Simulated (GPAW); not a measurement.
Consider Se on a S site in TiS.

```
Ti Se S
1.0
    -3.41700    5.91842    0.00000
    -3.41700   -5.91842    0.00000
     0.00000    3.94561    8.81833
Ti Se S
12 1 11
Cartesian
  -3.4170 1.9728 7.5169
  -1.8731 5.0271 7.5355
  -3.4170 7.7011 7.5355
  -4.9609 5.0271 7.5355
  -3.4170 1.9728 1.3120
  -5.3489 -0.8574 1.2513
  -3.4170 -4.2036 1.2513
  -1.4851 -0.8574 1.2513
  -3.4170 1.9728 4.4245
  -1.7263 4.9423 4.4390
  -3.4170 7.8706 4.4390
  -5.1077 4.9423 4.4390
  -3.4170 -1.9728 2.8155
  -1.6909 0.9763 2.9237
  -3.4170 3.9659 2.9237
  -5.1431 0.9763 2.9237
  -3.4170 5.9184 5.8944
  -5.1111 2.9509 5.9254
  -3.4170 0.0167 5.9254
  -1.7229 2.9509 5.9254
  -3.4170 -1.9728 8.4502
  -1.7548 -2.9325 0.1168
  -3.4170 -0.0534 0.1168
  -5.0792 -2.9325 0.1168
```

Absorber: atom 13, with 3 Ti at 2.57 Å and 3 Ti at 2.72 Å (distorted trigonal prismatic; the defect atom itself). Method: GPAW, LDA, excited-electron core hole (neutral cell), 24-atom cell with 6.8 Å between holes, 3×3×3 k points, dipole transitions, Gaussian full width 2.33 eV up to 4 eV, rising linearly to 3.5 eV at 25 eV.

Question: What does the Se K edge look like?

Main maxima up to 26 eV above the zero (height): 2.2 eV (1.19), 9.2 eV (1.48), 15.0 eV (0.89) and 20.8 eV (1.13). A K edge sees empty p states; the first features are Se p mixed into the empty d states of the Ti neighbours, and the broad ones above probably into the cations' higher empty bands. 

The Se K spectrum (energy from the lowest empty level; intensity scaled to a mean of 1 over the first 20 eV):

```csv
E (eV),isotropic,ε ∥ x,ε ∥ z
-2.0,0.01,0.01,0.01
-1.5,0.05,0.04,0.05
-1.0,0.12,0.12,0.13
-0.5,0.26,0.25,0.27
0.0,0.45,0.45,0.47
0.5,0.69,0.69,0.70
1.0,0.91,0.92,0.90
1.5,1.08,1.11,1.03
2.0,1.17,1.21,1.10
2.5,1.18,1.21,1.11
3.0,1.09,1.11,1.06
3.5,0.96,0.95,0.97
4.0,0.84,0.81,0.89
4.5,0.79,0.74,0.90
5.0,0.84,0.77,0.98
5.5,0.94,0.86,1.10
6.0,1.06,0.98,1.21
6.5,1.15,1.08,1.28
7.0,1.21,1.15,1.33
7.5,1.26,1.22,1.35
8.0,1.33,1.31,1.37
8.5,1.41,1.43,1.38
9.0,1.47,1.52,1.37
9.5,1.47,1.53,1.34
10.0,1.39,1.45,1.28
10.5,1.25,1.28,1.19
11.0,1.09,1.09,1.08
11.5,0.93,0.92,0.95
12.0,0.81,0.80,0.84
12.5,0.75,0.75,0.76
13.0,0.74,0.75,0.73
13.5,0.78,0.79,0.75
14.0,0.83,0.84,0.80
14.5,0.87,0.87,0.86
15.0,0.89,0.87,0.91
15.5,0.88,0.85,0.94
16.0,0.86,0.81,0.95
16.5,0.84,0.79,0.94
17.0,0.82,0.78,0.91
17.5,0.82,0.80,0.87
18.0,0.84,0.84,0.84
18.5,0.89,0.92,0.84
19.0,0.95,1.00,0.86
19.5,1.02,1.08,0.91
20.0,1.08,1.14,0.97
20.5,1.12,1.18,1.02
21.0,1.13,1.18,1.05
21.5,1.10,1.14,1.04
22.0,1.04,1.07,1.00
22.5,0.96,0.97,0.94
23.0,0.88,0.87,0.88
23.5,0.80,0.79,0.84
24.0,0.76,0.72,0.82
24.5,0.74,0.70,0.81
25.0,0.74,0.70,0.82
25.5,0.76,0.73,0.82
26.0,0.78,0.77,0.81
26.5,0.81,0.81,0.80
27.0,0.82,0.85,0.78
```

The script folds with a Gaussian, whereas the core hole's own line is a Lorentzian, so the onset is too steep and the first peak too high. The cell shows no gap over 0.35 eV; the host's own band filling, the defect's levels or the functional may be the cause. In so small a cell the defects form an ordered array, and no site is far from one. The mesh is coarse (0.36 Å⁻¹ between points), so small maxima may be mesh ripples.

[Banner, clock and machine lines of the logs are left out without a mark of their own.]

[Logs are printed without paths, hosts, clocks, repeated set-up lines and the standing remarks that a program may print on its own settings, such as how far it seeks lower states.]

[Hosts, paths, dates, database ids (printed as entryN), source tags and the programs' standing remarks are cut or masked in the printed files.]

[Lists of maxima count a maximum above −3 eV only where it reaches 4 % of the highest in the window and stands out from its surroundings by 2 % of it (1.5 % where it reaches 55 %); shoulders and weaker maxima are passed over, and of the rest the first, up to two pre-edge ones and the few strongest are named.]
